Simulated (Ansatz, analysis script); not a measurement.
**Fixed-spin-moment curve of MnGe**

Is MnGe magnetic, nearly magnetic or plainly paramagnetic? E(M) and M(B) tell.

Method: PBEsol, PAW set soft_1 (files made for PBE), in Ansatz 0.2.0.

In doubt: warnings of the run leave room for a lower electronic state (step 5), so energies may not be the lowest and differences between runs may mislead.

**1. Set-up**

Symmetry: P2_13, No. 198, cubic system. Conventional cell: a = 4.725 Å, b = 4.725 Å, c = 4.725 Å, α = 90.00°, β = 90.00°, γ = 90.00°. Mn has 7 Ge at 2.41 to 2.65 Å nearest. Nearest to Ge lie 7 Mn at 2.41 to 2.65 Å. Farther neighbours are not listed.

The cell comes from the Materials Project, a database of computed structures, and the real compound, where it exists, may take another one.

The cell of this run holds 8 atoms, 4 of them with a starting moment; values «a cell» refer to the cell of the run in question.

**2. The collinear state**

The work starts on two spin channels, which tell the size of the moments.

input.yaml reads:

```yaml
crystal:
  lattice:
    - [4.72500306, 0.0, 0.0]
    - [0.0, 4.72500306, 0.0]
    - [0.0, 0.0, 4.72500306]
  atoms:
    - { symbol: Mn, position: [0.63711182, 0.13711182, 0.36288818], spin: 3.5 }
    - { symbol: Mn, position: [0.13711182, 0.36288818, 0.63711182], spin: 3.5 }
    - { symbol: Mn, position: [0.36288818, 0.63711182, 0.13711182], spin: 3.5 }
    - { symbol: Mn, position: [0.86288818, 0.86288818, 0.86288818], spin: 3.5 }
    - { symbol: Ge, position: [0.34236337, 0.84236337, 0.65763663] }
    - { symbol: Ge, position: [0.84236337, 0.65763663, 0.34236337] }
    - { symbol: Ge, position: [0.65763663, 0.34236337, 0.84236337] }
    - { symbol: Ge, position: [0.15763663, 0.15763663, 0.15763663] }
magnetization:
  spin_polarized: true
kpoints:
  mp_grid: { grid: [8, 8, 8] }
hamiltonian:
  xc: pbesol
  pseudopotentials: { kind: paw, azcp: { folder: soft_1 }, xc_functional: pbe }
scf:
  occupations: { method: fermi_dirac, width: 0.05 }
  max_iter: 120
  convergence: { dr2_threshold: 1.0e-08 }
  lower_state_search: "off"
output:
  write_density: true
  write_potential: true
  elf: true
  volumetric_format: npy
```

The run is started by

```
> ansatz run input.yaml --threads 1 --pin off --max-ram 2560MiB --backend cpu --events-out ev --progress --plain --runs-dir out
```

Numbers of over 12 decimals in the logs are rounded to 6 here.

Log:

```text
Engine: ansatz 0.2.0, x86_64-unknown-linux-gnu
Pseudopotentials: kind: paw
Pseudopotential: Mn, paw, valence charge 15, recommended cutoff 420 eV (normal), soft_1/Mn.paw.azcp
Pseudopotential: Ge, paw, valence charge 14, recommended cutoff 420 eV (normal), soft_1/Ge.paw.azcp
Functional definition: PBEsol
  exchange = pbesol_x
  correlation = pbesol_c
Crystal: 8 atoms, lattice volume = 105.489 Å³
Basis set: ecut = 420 eV, 2103 PW (Γ)
Bands: 78, of which v1, the nominal top of the filled ones, is band 58 counted from 1 (57 counted from 0)
Symmetry: 12 space group operations
Space group: P213 (ITA 198), of the structure as read, at distance tolerance 4.7e-5 Å
Magnetic group: BNS 198.9 (UNI 1511), of the structure as read, at distance tolerance 4.7e-5 Å
k-points: 45 of 512 (time reversal used)
Non-local potential: Mn, projectors of the file, l = 0: 3, l = 1: 2, l = 2: 3, l = 3: 1
Non-local potential: Ge, projectors of the file, l = 0: 2, l = 1: 2, l = 2: 3, l = 3: 1
PAW form: soft (Blöchl's): semilocal exchange-correlation on the pseudo side does not see the compensation charge
PAW frozen core: Mn, regenerated for the run's functional, and the local potential with it (the file was generated under x = pbe(κ = 0.804, μ = 0.219515), c = pbe(β = 0.066725))
PAW frozen core: Ge, regenerated for the run's functional, and the local potential with it (the file was generated under x = pbe(κ = 0.804, μ = 0.219515), c = pbe(β = 0.066725))
PAW one-centre angular grid: Mn, 590 points (default); XC on 64 Gauss nodes
PAW one-centre angular grid: Ge, 590 points (default); XC on 64 Gauss nodes
Initial density: superposition of atomic densities (chi_scale 0.1, normalization cell)
Starting moments: Σ|m| = 14 μB on 4 of 8 sites
Initial wavefunctions: pseudopotential atomic-orbital guess
Functional: x = pbesol(κ = 0.804, μ = 0.123457), c = pbesol(β = 0.046)
SCF iter   1: F=—  HF=-32490.113254 eV  |F-HF|=—  |Δ(HF+E_count)|=         —  Δρ=7.09e-2 (↑4.31e-2 ↓7.09e-2)  dr2=3.73e0  dr2_m=2.71e0  M=9.080 μB ∫|m|=10.785 μB  β_m=0.30  ethr=3.10e-3  ⟨swp⟩=5.4  Hψ=22870  notcnv=0  defer=70
Mixer restart at iter 1: flushing history
preconditioner: auto → Kerker (q_TF=auto, 2.772 Å⁻¹)  [metal: Δε(μ)=0.027 eV  Ē_g=17.352 eV  σ=0.050 eV  W_gap=0.13  n_scr=32 (ndim 8)  ℏωp=33.1 eV  f_vac=0.000  D(μ)=3.93/eV (n_scr^D=26)]
spin=Collinear: Kerker preconditioning applied to the charge; magnetization (m = ρ↑ − ρ↓) channel mixes plain (no charge-response kernel on spin).
spin-set hold released at iteration 1 (the charge has settled, or the pull on large starting moments outlasts its swing): the magnetisation degrees of freedom join the quasi-Newton model from the next iteration; the mixer history was flushed
SCF iter   2: F=—  HF=-32490.229205 eV  |F-HF|=—  |Δ(HF+E_count)|=   1.16e-1  Δρ=4.93e-2 (↑4.36e-2 ↓4.93e-2)  dr2=1.45e0  dr2_m=1.86e0  M=8.764 μB ∫|m|=10.475 μB  β_m=0.65  ethr=3.10e-3  ⟨swp⟩=2.0  Hψ=9086  notcnv=0  defer=727
SCF iter   3: F=—  HF=-32490.960672 eV  |F-HF|=—  |Δ(HF+E_count)|=   7.31e-1  Δρ=3.42e-2 (↑2.24e-2 ↓3.42e-2)  dr2=3.29e0  dr2_m=4.26e-2  M=8.144 μB ∫|m|=9.752 μB  β_m=0.54  ethr=1.25e-3  ⟨swp⟩=2.3  Hψ=12465  notcnv=0  defer=727
SCF iter   4: F=—  HF=-32490.413277 eV  |F-HF|=—  |Δ(HF+E_count)|=   5.47e-1  Δρ=8.45e-3 (↑8.45e-3 ↓3.20e-3)  dr2=8.03e-2  dr2_m=1.15e-2  M=7.768 μB ∫|m|=9.260 μB  β_m=0.65  ethr=1.25e-3  ⟨swp⟩=2.1  Hψ=10825  notcnv=0  defer=757
SCF iter   5: F=—  HF=-32490.426857 eV  |F-HF|=—  |Δ(HF+E_count)|=   1.36e-2  Δρ=4.79e-3 (↑4.79e-3 ↓1.74e-3)  dr2=3.25e-2  dr2_m=3.15e-3  M=7.757 μB ∫|m|=9.181 μB  β_m=0.80  ethr=6.93e-5  ⟨swp⟩=3.0  Hψ=11066  notcnv=0  defer=757
SCF iter   6: F=—  HF=-32490.424855 eV  |F-HF|=—  |Δ(HF+E_count)|=   2.00e-3  Δρ=6.20e-4 (↑6.20e-4 ↓3.16e-4)  dr2=2.33e-4  dr2_m=1.65e-4  M=7.747 μB ∫|m|=9.112 μB  β_m=0.77  ethr=2.80e-5  ⟨swp⟩=3.0  Hψ=11010  notcnv=0  defer=757
SCF iter   7: F=—  HF=-32490.424992 eV  |F-HF|=—  |Δ(HF+E_count)|=   1.38e-4  Δρ=3.28e-4 (↑1.69e-4 ↓3.28e-4)  dr2=1.87e-4  dr2_m=1.25e-5  M=7.739 μB ∫|m|=9.102 μB  β_m=0.89  ethr=2.01e-7  ⟨swp⟩=2.0  Hψ=11572  notcnv=0  defer=757
SCF iter   8: F=—  HF=-32490.425009 eV  |F-HF|=—  |Δ(HF+E_count)|=   1.63e-5  Δρ=8.52e-5 (↑4.08e-5 ↓8.52e-5)  dr2=9.96e-6  dr2_m=1.24e-6  M=7.735 μB ∫|m|=9.093 μB  β_m=0.91  ethr=1.62e-7  ⟨swp⟩=1.5  Hψ=7385  notcnv=0  defer=757
SCF iter   9: F=—  HF=-32490.425024 eV  |F-HF|=—  |Δ(HF+E_count)|=   1.56e-5  Δρ=4.36e-5 (↑4.36e-5 ↓1.98e-5)  dr2=3.27e-6  dr2_m=2.17e-7  M=7.733 μB ∫|m|=9.089 μB  β_m=0.95  ethr=8.59e-9  ⟨swp⟩=2.3  Hψ=10403  notcnv=0  defer=757
SCF iter  10: F=—  HF=-32490.425024 eV  |F-HF|=—  |Δ(HF+E_count)|=   9.06e-8  Δρ=1.87e-5 (↑1.87e-5 ↓9.31e-6)  dr2=7.77e-7  dr2_m=2.89e-8  M=7.732 μB ∫|m|=9.089 μB  β_m=0.91  ethr=2.82e-9  ⟨swp⟩=1.4  Hψ=6447  notcnv=0  defer=757
SCF iter  11: F=-32490.425024 eV  HF=-32490.425024 eV  |F-HF|=4.74e-9  |Δ(HF+E_count)|=   1.65e-7  Δρ=1.39e-6 (↑1.30e-6 ↓1.39e-6)  dr2=8.68e-9  dr2_m=8.08e-11  M=7.732 μB ∫|m|=9.089 μB  ethr=8.62e-12  ⟨swp⟩=7.2  Hψ=28419  notcnv=0
SCF 1 converged in 11 iterations: F = -32490.425024 eV  dr2 = 8.68e-9
  greatest PAW one-centre occupation: 1.000 electrons in one spin orbital (limit 2), on the Mn atom at site 3 (counted from 0), in its partial waves of l = 0
SCF converged after 11 iterations
Magnetization: 7.7324 μB (61.8662 up, 54.1338 down)
Absolute magnetization: 9.0713 μB (∫|ρ↑−ρ↓|, with the PAW one-centre terms)
Spin contamination: 0.2351 ħ² per cell (⟨S²⟩ above its minimum at these occupations)
Per-site moments (μB) at R_I (Å): [(2.008684, 0.995035), (2.008684, 0.995035), (2.008684, 0.995035), (2.008684, 0.995035), (-0.088728, 0.995035), (-0.088728, 0.995035), (-0.088728, 0.995035), (-0.088728, 0.995035)]
Free energy (F): -32490.425024 eV
Harris-Foulkes:  -32490.425024 eV  (|F-HF|=4.74e-9)
Internal energy: -32490.388684 eV  (E = F + TS)
E sigma→0 (E₀):  -32490.406854 eV
Entropy (-TS):   -0.036340 eV (-4.543 meV/atom)
Fermi energy:    16.287929 eV
--- Per-component energies (eV) ---
  E_band       = -1018.478089
  E_kinetic    = 1662.387051
  E_local      = -14676.712744  (includes V_loc(G=0)·N_el)
  E_nonlocal   = 2725.327879
  E_hartree    = 6338.644734
  E_xc         = -725.979085
  E_vxc        = -828.134154  (∫ρ·V_xc dr)
  E_paw        = -13089.039708  (= ΣΔE_a)
  E_vpaw       = -2578.641864  (= ΣTr[D̂ρ^β])
  E_aug_tail   = 0.000433  (compensation charges beyond the density's cutoff)
  E_ewald      = -14729.367597
  E_core_change = 4.350353  (= ΣΔE_core)
  E_smearing   = -0.036340  (= −TS)
  E_closure    = -0.000000  (closes the sum)
  Σ components = -32490.425024   (vs F -32490.425024, Δ=0.00e0)
--- Band table (eV; the first three rows and the last of 90) ---
  k-point 0 ↑: bands = [... 54 lower, 14.3580, 15.5255, 15.5255, 15.5255, 15.5383, 15.5383, 16.2332, 16.2332, ... 16 higher]
  k-point 1 ↑: bands = [... 54 lower, 14.4933, 15.3664, 15.3930, 15.5117, 15.5485, 15.7354, 16.0985, 16.2014, ... 16 higher]
  k-point 2 ↑: bands = [... 54 lower, 14.5472, 15.1029, 15.2838, 15.4391, 15.5801, 15.7727, 16.0050, 16.1138, ... 16 higher]
  k-point 44 ↓: bands = [... 54 lower, 16.8321, 16.8321, 17.0727, 17.0727, 17.0727, 17.0727, 17.8905, 17.8905, ... 16 higher]
```

Elapsed: 2.7 min, on 1 thread of Intel Xeon at 2.50GHz (Skylake/Cascade Lake), shared host; peak memory 0.71 GiB.

Spin moment in the atom's sphere by atom:

```csv
atom,spin moment in the atom's sphere (μB)
Mn1,2.01
Mn2,2.01
Mn3,2.01
Mn4,2.01
Ge5,-0.09
Ge6,-0.09
Ge7,-0.09
Ge8,-0.09
```

Tables count atoms from 1; parts of the log count from 0.

The run ends ferromagnetic, with a net moment of 7.73 μB a cell. Only this order was typed.

Spin density in the ac plane at fractional y = 0.137, with atoms of Mn and Ge within 0.2 Å of it.

Values in e/Å³, 14 rows by 14 columns, each cell a mean:
```
0.0 0.0 0.0 0.0 0.0 0.0 0.0 0.0 0.0 0.0 0.0 0.0 0.0 0.0
0.0 0.0 0.0 0.0 0.0 0.0 0.0 0.0 0.0 0.0 0.0 0.0 0.0 0.0
0.0 0.0 0.0 0.0 0.0 0.0 0.0 0.0 0.0 0.0 0.0 0.0 0.0 0.0
0.0 0.0 0.0 0.0 0.0 0.0 0.0 0.0 0.0 0.0 0.0 0.0 0.0 0.0
0.0 0.0 0.1 0.0 0.0 0.0 0.0 0.0 0.0 0.0 0.0 0.0 0.0 0.0
0.0 0.0 0.1 0.0 0.0 0.0 0.0 0.0 0.1 0.1 0.0 0.0 0.0 0.0
0.0 0.0 0.0 0.0 0.0 0.0 0.0 0.1 0.3 0.3 0.2 0.0 0.0 0.0
0.0 0.0 0.0 0.0 0.0 0.0 0.1 0.4 1.3 1.7 0.7 0.2 0.0 0.0
0.0 0.0 0.0 0.0 0.0 0.0 0.1 0.8 2.7 3.5 1.3 0.3 0.0 0.0
0.0 0.0 0.0 0.0 0.0 0.0 0.1 0.5 1.8 2.3 0.9 0.2 0.0 0.0
0.0 0.0 0.0 0.0 0.0 0.0 0.0 0.2 0.5 0.5 0.2 0.1 0.0 0.0
0.0 0.0 0.0 0.0 0.0 0.0 0.0 0.1 0.1 0.1 0.0 0.0 0.0 0.0
0.0 0.0 0.0 0.0 0.0 0.0 0.0 0.0 0.0 0.0 0.0 0.0 0.0 0.0
0.0 0.0 0.0 0.0 0.0 0.0 0.0 0.0 0.0 0.0 0.0 0.0 0.0 0.0
```
Columns run along a (4.7 Å), rows up along c (4.7 Å). Atoms in or near the plane, at fractional coordinates: Mn at (0.64, 0.36), Ge at (0.16, 0.16).

Valence density in the ac plane at fractional y = 0.137, with atoms of Mn and Ge within 0.2 Å of it. It is the smooth field of the valence electrons, not physical close to the nuclei.

Values in e/Å³, 14 rows by 14 columns, each cell a mean:
```
 0  0  0  0  0  0  0  0  0  0  0  0  0  0
 0  0  0  0  0  0  0  0  0  0  0  0  0  0
 0  0  0  0  0  0  0  0  0  0  0  0  0  0
 0  0  0  0  0  0  0  0  0  0  0  0  0  0
 0  0  0  0  0  0  0  0  0  0  0  0  0  0
 0  0  0  0  0  0  0  0  0  0  0  0  0  0
 0  0  0  0  0  0  0  1  1  2  1  0  0  0
 0  0  0  0  0  0  0  3  9 12  5  1  0  0
 0  0  0  0  0  0  1  5 18 23  9  1  0  0
 0  1  2  1  1  0  1  3 12 16  6  1  0  0
 1  6 14  6  1  0  0  1  3  3  1  0  0  0
 2 14 33 14  2  0  0  0  0  1  0  0  0  0
 1  7 14  6  1  0  0  0  0  0  0  0  0  0
 1  1  2  1  0  0  0  0  0  0  0  0  0  0
```
Columns run along a (4.7 Å), rows up along c (4.7 Å). Atoms in or near the plane, at fractional coordinates: Mn at (0.64, 0.36), Ge at (0.16, 0.16).

ELF in the ac plane at fractional y = 0.137, with atoms of Mn and Ge within 0.2 Å of it. It is the smooth field of the valence electrons, not physical close to the nuclei.

Ten even steps from '0' (0.17) to '9' (0.76), each cell a mean:
```
55532002455423
34421002355422
22211112445432
10112233455532
00013443334432
00013431000222
10013310120012
43333103674003
55444204996104
53335303785115
30004521331035
30203430000145
31003321223345
54233212455434
```
Columns run along a (4.7 Å), rows up along c (4.7 Å). Atoms in or near the plane, at fractional coordinates: Mn at (0.64, 0.36), Ge at (0.16, 0.16).

**3. The non-magnetic reference**

The state without spin is the zero of E(M).

input.yaml reads:

```yaml
crystal:
  lattice:
    - [4.72500306, 0.0, 0.0]
    - [0.0, 4.72500306, 0.0]
    - [0.0, 0.0, 4.72500306]
  atoms:
    - { symbol: Mn, position: [0.63711182, 0.13711182, 0.36288818] }
    - { symbol: Mn, position: [0.13711182, 0.36288818, 0.63711182] }
    - { symbol: Mn, position: [0.36288818, 0.63711182, 0.13711182] }
    - { symbol: Mn, position: [0.86288818, 0.86288818, 0.86288818] }
    - { symbol: Ge, position: [0.34236337, 0.84236337, 0.65763663] }
    - { symbol: Ge, position: [0.84236337, 0.65763663, 0.34236337] }
    - { symbol: Ge, position: [0.65763663, 0.34236337, 0.84236337] }
    - { symbol: Ge, position: [0.15763663, 0.15763663, 0.15763663] }
kpoints:
  mp_grid: { grid: [8, 8, 8] }
hamiltonian:
  xc: pbesol
  pseudopotentials: { kind: paw, azcp: { folder: soft_1 }, xc_functional: pbe }
scf:
  occupations: { method: fermi_dirac, width: 0.05 }
  max_iter: 120
  convergence: { dr2_threshold: 1.0e-08 }
basis:
  ecutwfc: 420.0
```

Log:

```text
[...]
Crystal: 8 atoms, lattice volume = 105.489 Å³
Basis set: ecut = 420 eV, 2103 PW (Γ)
Bands: 66, of which v1, the nominal top of the filled ones, is band 58 counted from 1 (57 counted from 0)
Symmetry: 12 space group operations
[...]
k-points: 45 of 512 (time reversal used)
[...]
SCF iter   1: F=—  HF=-32495.166474 eV  |F-HF|=—  |Δ(HF+E_count)|=         —  Δρ=1.54e-1  dr2=3.33e1  ethr=3.10e-3  ⟨swp⟩=5.0  Hψ=9132  notcnv=0
[...]
SCF iter  11: F=-32489.830795 eV  HF=-32489.830795 eV  |F-HF|=1.03e-9  |Δ(HF+E_count)|=   3.67e-9  Δρ=1.31e-6  dr2=1.43e-9  ethr=8.62e-12  ⟨swp⟩=2.0  Hψ=5776  notcnv=0
SCF 1 converged in 11 iterations: F = -32489.830795 eV  dr2 = 1.43e-9
[...]
SCF converged after 11 iterations
Free energy (F): -32489.830795 eV
[...]
Internal energy: -32489.731229 eV  (E = F + TS)
E sigma→0 (E₀):  -32489.781012 eV
Entropy (-TS):   -0.099566 eV (-12.446 meV/atom)
Fermi energy:    16.130762 eV
[...]
```

Wall time 63 s (1 thread); peak memory 0.51 GiB.

The free collinear run lies 594 meV below it.

**4. Without spin, levels printed**

Edit input.yaml of step 3 so:

```diff
@@ -25 +25,3 @@
   ecutwfc: 420.0
+output:
+  eigenvalues: true
```

Log:

```text
[...]
Crystal: 8 atoms, lattice volume = 105.489 Å³
Basis set: ecut = 420 eV, 2103 PW (Γ)
Bands: 70, of which v1, the nominal top of the filled ones, is band 58 counted from 1 (57 counted from 0)
Symmetry: 12 space group operations
[...]
k-points: 45 of 512 (time reversal used)
[...]
--- Band table (eV; the first three rows and the last of 45) ---
  k-point 0: bands = [... 54 lower, 14.8203, 16.2970, 16.2970, 16.2970, 16.3907, 16.3907, 17.0376, 17.0376, ... 8 higher]
  k-point 1: bands = [... 54 lower, 14.9905, 16.1608, 16.1838, 16.3618, 16.3968, 16.4568, 16.9033, 17.0005, ... 8 higher]
  k-point 2: bands = [... 54 lower, 15.0841, 15.8885, 16.1228, 16.2867, 16.4102, 16.5144, 16.7960, 16.9004, ... 8 higher]
  k-point 44: bands = [... 54 lower, 15.8203, 15.8203, 16.0515, 16.0515, 16.0515, 16.0515, 16.8725, 16.8725, ... 8 higher]
[key lines of the parts left out:]
SCF converged after 11 iterations
Free energy (F): -32489.830795 eV
Fermi energy:    16.130768 eV
```

Wall time 60 s (1 thread); peak memory 0.51 GiB.

**5. Total moment fixed at 1.117 μB**

Two Fermi levels, one a spin, hold the total moment exactly, which reaches states that a free run would leave.

input.yaml reads:

```yaml
crystal:
  lattice:
    - [4.72500306, 0.0, 0.0]
    - [0.0, 4.72500306, 0.0]
    - [0.0, 0.0, 4.72500306]
  atoms:
    - { symbol: Mn, position: [0.63711182, 0.13711182, 0.36288818], spin: 0.2794 }
    - { symbol: Mn, position: [0.13711182, 0.36288818, 0.63711182], spin: 0.2792 }
    - { symbol: Mn, position: [0.36288818, 0.63711182, 0.13711182], spin: 0.2792 }
    - { symbol: Mn, position: [0.86288818, 0.86288818, 0.86288818], spin: 0.2792 }
    - { symbol: Ge, position: [0.34236337, 0.84236337, 0.65763663] }
    - { symbol: Ge, position: [0.84236337, 0.65763663, 0.34236337] }
    - { symbol: Ge, position: [0.65763663, 0.34236337, 0.84236337] }
    - { symbol: Ge, position: [0.15763663, 0.15763663, 0.15763663] }
magnetization:
  spin_polarized: true
  initial_magnetization: 1.117
  spin_locking: { lock_magnetization: hard }
kpoints:
  mp_grid: { grid: [8, 8, 8] }
hamiltonian:
  xc: pbesol
  pseudopotentials: { kind: paw, azcp: { folder: soft_1 }, xc_functional: pbe }
scf:
  occupations: { method: fermi_dirac, width: 0.05 }
  max_iter: 120
  convergence: { dr2_threshold: 1.0e-08 }
  lower_state_search: "off"
basis:
  ecutwfc: 420.0
```

Log:

```text
[...]
Crystal: 8 atoms, lattice volume = 105.489 Å³
Basis set: ecut = 420 eV, 2103 PW (Γ)
Bands: 71, of which v1, the nominal top of the filled ones, is band 58 counted from 1 (57 counted from 0)
Symmetry: 3 space group operations
[...]
k-points: 90 of 512 (time reversal used)
[...]
Starting moments: Σ|m| = 1.117 μB on 4 of 8 sites
[...]
SCF iter   1: F=—  HF=-32490.760897 eV  |F-HF|=—  |Δ(HF+E_count)|=         —  Δρ=2.72e-2 (↑2.72e-2 ↓2.40e-2)  dr2=3.74e0  dr2_m=1.82e-2  M=1.117 μB ∫|m|=1.245 μB  β_m=0.30  ethr=3.10e-3  ⟨swp⟩=4.8  Hψ=38811  notcnv=0  defer=106
[...]
SCF iter  18: F=-32489.871135 eV  HF=-32489.871135 eV  |F-HF|=1.11e-9  |Δ(HF+E_count)|=   1.34e-9  Δρ=6.72e-7 (↑6.72e-7 ↓2.82e-7)  dr2=1.12e-9  dr2_m=4.54e-11  M=1.117 μB ∫|m|=1.403 μB  ethr=1.85e-12  ⟨swp⟩=1.0  Hψ=33490  notcnv=0
The SCF converged. Along the directions that its mixing steps explored, a Ritz value of the dielectric operator 1 − χ₀K read negative at each of the last 4 readings (its real part and the size of its imaginary part sum to between -0.24 and -0.11).
SCF 1 converged in 18 iterations: F = -32489.871135 eV  dr2 = 1.12e-9
[...]
No search for a lower state was made along the close's negative reading: the deck asks for none (scf.lower_state_search: off) (following: asked_to_warn; scf.lower_state_search in the input reference).
SCF converged after 18 iterations
Magnetization: 1.1170 μB (58.5585 up, 57.4415 down)
Absolute magnetization: 1.4000 μB (∫|ρ↑−ρ↓|, with the PAW one-centre terms)
[...]
Per-site moments (μB) at R_I (Å): [(0.302476, 0.995035), (0.302453, 0.995035), (0.302453, 0.995035), (0.302453, 0.995035), (-0.016908, 0.995035), (-0.016908, 0.995035), (-0.016908, 0.995035), (-0.016908, 0.995035)]
Free energy (F): -32489.871135 eV
[...]
Internal energy: -32489.777440 eV  (E = F + TS)
E sigma→0 (E₀):  -32489.824287 eV
Entropy (-TS):   -0.093695 eV (-11.712 meV/atom)
Fermi energy:    16.133306 (↑ 16.062986, ↓ 16.203626) eV
[...]
```

Wall time 7.1 min (1 thread); peak memory 1 GiB.

The energy is -40.3 meV from the state without spin, and the largest site carries 0.302 μB.

**6. Total moment fixed at 2.234 μB**

input.yaml, the sections that differ from step 5:

```yaml
crystal:
  lattice:
    - [4.72500306, 0.0, 0.0]
    - [0.0, 4.72500306, 0.0]
    - [0.0, 0.0, 4.72500306]
  atoms:
    - { symbol: Mn, position: [0.63711182, 0.13711182, 0.36288818], spin: 0.5585 }
    - { symbol: Mn, position: [0.13711182, 0.36288818, 0.63711182], spin: 0.5585 }
    - { symbol: Mn, position: [0.36288818, 0.63711182, 0.13711182], spin: 0.5585 }
    - { symbol: Mn, position: [0.86288818, 0.86288818, 0.86288818], spin: 0.5585 }
    - { symbol: Ge, position: [0.34236337, 0.84236337, 0.65763663] }
    - { symbol: Ge, position: [0.84236337, 0.65763663, 0.34236337] }
    - { symbol: Ge, position: [0.65763663, 0.34236337, 0.84236337] }
    - { symbol: Ge, position: [0.15763663, 0.15763663, 0.15763663] }
magnetization:
  spin_polarized: true
  initial_magnetization: 2.234
  spin_locking: { lock_magnetization: hard }
# kpoints, hamiltonian, scf, basis: as in step 5
```

Log:

```text
[...]
Crystal: 8 atoms, lattice volume = 105.489 Å³
Basis set: ecut = 420 eV, 2103 PW (Γ)
Bands: 71, of which v1, the nominal top of the filled ones, is band 58 counted from 1 (57 counted from 0)
Symmetry: 12 space group operations
[...]
k-points: 45 of 512 (time reversal used)
[...]
Starting moments: Σ|m| = 2.234 μB on 4 of 8 sites
[...]
Per-site moments (μB) at R_I (Å): [(0.602341, 0.995035), (0.602341, 0.995035), (0.602341, 0.995035), (0.602341, 0.995035), (-0.033181, 0.995035), (-0.033181, 0.995035), (-0.033181, 0.995035), (-0.033181, 0.995035)]
Free energy (F): -32489.980105 eV
[...]
Internal energy: -32489.897168 eV  (E = F + TS)
E sigma→0 (E₀):  -32489.938636 eV
Entropy (-TS):   -0.082937 eV (-10.367 meV/atom)
Fermi energy:    16.142557 (↑ 16.021634, ↓ 16.263480) eV
[...]
[key lines of the parts left out:]
SCF converged after 12 iterations
Magnetization: 2.2340 μB (59.1170 up, 56.8830 down)
```

Wall time 2.4 min (1 thread); peak memory 0.67 GiB.

The energy is -149 meV from the state without spin, and the largest site carries 0.602 μB.

[end of part 1 of 2]

[Logs and program files are shortened in this print: banners, set-up blocks, solver, clock and traceback lines can be left out without a mark of their own.]

[Logs are printed without paths, hosts, clocks, repeated set-up lines and the standing remarks that a program may print on its own settings, such as how far it seeks lower states.]

[Hosts, paths, dates, database ids (printed as entryN), source tags and the programs' standing remarks are cut or masked in the printed files.]
